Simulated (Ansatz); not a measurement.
# Formation energy and levels of the hydrogen interstitial H_i (antibonding, by Br) in CsLiBr2 (P4/nmm)

Wanted: the transition levels of a hydrogen interstitial in CsLiBr2 (P4/nmm), from a cell of 64 host atoms with 1 H put in.

Calculated with Ansatz 0.2.0; place-levels on PBEsol runs: charge-transition levels and formation energies with image-charge correction and potential alignment at the atomic sites.

## 1. The structure

The cell holds 65 atoms: 16 Cs, 16 Li, 32 Br and 1 H. Cell: a = 14.446 Å, b = 14.446 Å, c = 9.811 Å, α = 90.0°, β = 90.0°, γ = 90.0°. It derives from CsLiBr2 (space group P4/nmm). Nearest the centre at fractional (0.375, 0.375, 0.505): H65 at 0.00 Å, Br10 at 1.56 Å, Cs2 at 2.01 Å, Br28 at 3.97 Å, Br43 at 3.97 Å, Br12 at 3.97 Å, Br11 at 3.97 Å, Li8 at 4.04 Å.

Known beforehand: the electronic dielectric constant, (3.04, 3.04, 2.93), and the static one, (8.22, 8.22, 6.42), from a response run on this crystal (DFPT, PBEsol) at that run's own cell.

The cell's shortest repeat is 9.8 Å.

## 2. What was run first

Levels follow from differences of total energies between charge states, each relaxed by itself.

Random displacements of about 0.05 Å break the site symmetry at the start, so that the relaxation can reach a distorted minimum if there is one. Forces are taken at one point at (¼, ¼, ¼). The cell holds 1 electron more than the neutral one, with a uniform background that keeps it neutral on the whole.

The sampling was tested on the host first: at the k-points planned (1x1x1 shifted 0.25 0.25 0.25) its energy lies 0.000 eV an atom from the dense-mesh value, under the bound of 0.02 eV set for this test; that bounds the host's error, not the defect's.

One state's input; the others differ in charge, spin, start and seed, and in occupations where the table says so.

qm1.relax/input.yaml

```yaml
crystal:
  lattice:
    - [10.21487075, 10.21487075, 0.0]
    - [-10.21487075, 10.21487075, 0.0]
    - [0.0, 0.0, 9.81108215]
  atoms:
    - { symbol: Cs, position: [0.125, 0.125, 0.29951371] }
    - { symbol: Cs, position: [0.375, 0.375, 0.29951371] }
    - { symbol: Cs, position: [0.125, 0.375, 0.70048629] }
    - { symbol: Cs, position: [0.375, 0.125, 0.70048629] }
    - { symbol: Li, position: [0.125, 0.375, 0.08388538] }
    - { symbol: Li, position: [0.375, 0.125, 0.08388538] }
[... 1 atom line left out ...]
    - { symbol: Li, position: [0.375, 0.375, 0.91611462] }
    - { symbol: Br, position: [0.125, 0.125, 0.66383431] }
    - { symbol: Br, position: [0.375, 0.375, 0.66383431] }
    - { symbol: Br, position: [0.125, 0.375, 0.33616569] }
    - { symbol: Br, position: [0.375, 0.125, 0.33616569] }
[... 7 atom lines left out ...]
    - { symbol: Cs, position: [0.375, 0.625, 0.70048629] }
[... 1 atom line left out ...]
    - { symbol: Li, position: [0.375, 0.625, 0.08388538] }
[... 2 atom lines left out ...]
    - { symbol: Br, position: [0.125, 0.625, 0.66383431] }
[... 2 atom lines left out ...]
    - { symbol: Br, position: [0.375, 0.625, 0.33616569] }
[... 6 atom lines left out ...]
    - { symbol: Cs, position: [0.625, 0.375, 0.70048629] }
[... 1 atom line left out ...]
    - { symbol: Li, position: [0.625, 0.375, 0.08388538] }
[... 3 atom lines left out ...]
    - { symbol: Br, position: [0.625, 0.125, 0.66383431] }
[... 1 atom line left out ...]
    - { symbol: Br, position: [0.625, 0.375, 0.33616569] }
[... 13 atom lines left out ...]
    - { symbol: Br, position: [0.625, 0.625, 0.66383431] }
[... 7 atom lines left out ...]
    - { symbol: H, position: [0.375, 0.375, 0.504794] }
  host:
    repeats: [2, 2, 1]
    atoms:
      - { symbol: Cs, position: [0.25, 0.25, 0.29951371] }
      - { symbol: Cs, position: [0.75, 0.75, 0.29951371] }
      # ... 14 more atoms of the perfect host
total_charge: -1
basis:
  ecutwfc: 420
  xc_grid: 2
hamiltonian:
  xc: pbesol
kpoints:
  mp_grid: { grid: [1, 1, 1], shift: [0.25, 0.25, 0.25] }
scf:
  occupations: { method: fixed }
  max_iter: 60
output:
  forces: true
  charged_corrections:
    epsilon: [3.04, 3.04, 2.93]
    static_epsilon: [8.22, 8.22, 6.42]
    defect_position: [0.375, 0.375, 0.504794]
relax:
  f_tol: 0.02
  max_steps: 80
  random_displacement: { amplitude: 0.05, seed: 3811 }
checkpoint:
  write: "../qm1.relax.run"
  compress: false
  write_wavefunctions: true
  write_every: 100000
```

On the command line:

```console
> ansatz run input.yaml --threads 4 --pin off --max-ram 14131MiB --backend cpu --events-out ev --progress --plain --runs-dir out
```

Defect states can disperse in a cell of this size, so the energy is taken again at a 2×2×2 shifted mesh, on the relaxed structure.

The run of this state that the levels use, under PBEsol:

qm1.point/input.yaml

```yaml
crystal:
  checkpoint: "../qm1.relax.run"
  host: checkpoint
total_charge: -1
basis:
  ecutwfc: 420
  xc_grid: 2
hamiltonian:
  xc: pbesol
kpoints:
  mp_grid: { grid: [2, 2, 2], shift: [0.5, 0.5, 0.5] }
scf:
  occupations: { method: fermi_dirac, width: 0.01 }
  max_iter: 60
output:
  forces: true
  eigenvalues: true
  charged_corrections:
    epsilon: [3.04, 3.04, 2.93]
    static_epsilon: [8.22, 8.22, 6.42]
    defect_position: [0.375, 0.375, 0.504794]
  eigenstates: { localisation: true }
  populations: true
  band_densities: [{ bands: [v1, v1] }, { bands: [c1, c1] }]
  write_density: true
  write_potential: true
  volumetric_format: npy
  elf: true
checkpoint:
  read: "../qm1.relax.run"
  write: "../qm1.point.run"
  compress: false
  write_wavefunctions: false
  write_every: 100000
```

On the command line:

```console
> ansatz run input.yaml --threads 4 --pin off --max-ram 14131MiB --backend cpu --events-out ev --progress --plain --runs-dir out
```

Relaxations under PBEsol at one point at (¼, ¼, ¼); times on 4 threads of Arm Neoverse V1, shared host:

```
charge  moment (μB)  occupations    outcome  steps  largest displacement against the far atoms (Å)     time
    −1            0        fixed  converged     19                                            2.54  6.5 min
     0            1        fixed  converged     18                                            1.98   14 min
    +1            0        fixed  converged     19                                            1.83  6.6 min
```

Single points under PBEsol at a 2×2×2 shifted mesh; times on 4 threads of Arm Neoverse V1, shared host:

```
charge  moment (μB)  occupations    outcome     time
    −1            0  fermi-dirac  converged  3.3 min
     0            1  fermi-dirac  converged    7 min
    +1            0  fermi-dirac  converged  3.3 min
```

Distances (Å) from H65 to the nearest atoms after relaxation with PBEsol:

```
charge  moment (μB)       1.       2.       3.       4.       5.       6.
    −1            0  Cs 2.81  Cs 2.81  Cs 2.81  Cs 2.81  Br 3.37  Br 3.37
     0            1  Br 2.31  Cs 3.04  Cs 3.05  Cs 3.08  Br 3.35  Br 3.36
    +1            0  Br 1.72  Br 1.74  Cs 3.12  Cs 3.12  Br 4.32  Br 4.33
```

## 3. place-levels, PBEsol

A charged cell interacts with its images and the background, and its potential has another zero than the host's. place-levels removes the first by a point-charge model, screened by the static dielectric constant since the ions have relaxed around the charge, and the second by comparing potentials at atoms far from the defect.

The host is a run of the defect-free crystal in the same cutoffs, grids and k-points, so that basis and sampling errors cancel in part in the differences. Its band edges come from a run of the primitive cell that searches the zone for them. The host is run in a cell of 16 atoms on a matching mesh. Chemical potentials are energies per atom of H (H2 molecule), run with the same functional and cutoff.

levels.point.yaml

```yaml
host:
  run: host.point.run
  levels_from: { run: edges.point.run }
states: [qm1.point.run, q0_M1.point.run, qp1.point.run]
geometry_from:
  qm1.point.run: qm1.relax.run
  q0_M1.point.run: q0_M1.relax.run
  qp1.point.run: qp1.relax.run
  host.point.run: host.relax.run
chemical_potentials:
  H:
    energy: -15.609288
    dataset: "<sha256 of the dataset>"
epsilon: [3.04, 3.04, 2.93]
static_epsilon: [8.22, 8.22, 6.42]
vertical:
  - { from: qm1.point.run, to: qm1.point_neutral.run }
  - { from: qp1.point.run, to: qp1.point_neutral.run }
```

On the command line:

```console
> ansatz place-levels levels.point.yaml -- --threads 4 --pin off --max-ram 14131MiB
```

Planned after this: effect of the sampling; A changed set-up.

**Question.** What will these runs give for the gap of the host and level (plus 1/minus 1)?

Of the charges placed (−1, 0 and +1), the lowest changes at 2.32 eV (+1/−1) above the valence top, in a gap of 4.22 eV. (+1/−1) passes over charge 0, which lies 0.12 eV above the two there; a lower structure or spin state of it, if missed, would change that. Charges above +1 and below −1 were not placed, so these runs say nothing of levels that involve them.

| Quantity | Value |
| --- | --- |
| gap of the host | 4.22 eV (PBEsol) |
| level (plus 1/0) | 2.44 eV above the valence top, not a change between lowest states |
| level (0/minus 1) | 2.21 eV above the valence top, not a change between lowest states |
| level (plus 1/minus 1) | 2.32 eV above the valence top |
| lowest of the charges placed, just above the valence top (0.02 eV) | +1 |
| lowest of the charges placed, just below the conduction bottom (0.02 eV) | −1 |
| lowest formation energy at mid-gap of the charges run, elemental references | 1.84 eV |

States placed: +1 at 0 μB; 0 at 1 μB; −1 at 0 μB. Other spin states or structures, where not listed, weren't placed. At charge −1, 0 and +1 the atom put in ends up to 2.5 Å from its starting place, so the name tells the start alone and the levels can join different sites. H is taken at its element; compounds, which aren't counted here, bound the chemical potentials and would shift these formation energies. Going from one point at (¼, ¼, ¼) to a 2×2×2 shifted mesh moves the levels that carry no band-filling term by up to 0.00 eV and formation energies against the elements by up to 0.00 eV. What this leaves open: PBEsol makes the gap too small and tends to spread out bound carriers; spin–orbit coupling, which can matter with heavy atoms, is left out.

[Logs are printed without paths, hosts, clocks, repeated set-up lines and the standing remarks that a program may print on its own settings, such as how far it seeks lower states.]

[Hosts, paths, dates, database ids (printed as entryN), source tags and the programs' standing remarks are cut or masked in the printed files.]

[Where a table of states has a column of steps, it counts the stored structures, which are thinned; the runs took as many ionic steps or more.]

[A defect's name tells the site on which it was built; relaxed atoms can leave that site.]

[For some hosts the program warned that the k-mesh of the response run may be too coarse for force constants and the static dielectric constant; such warnings are not shown here.]
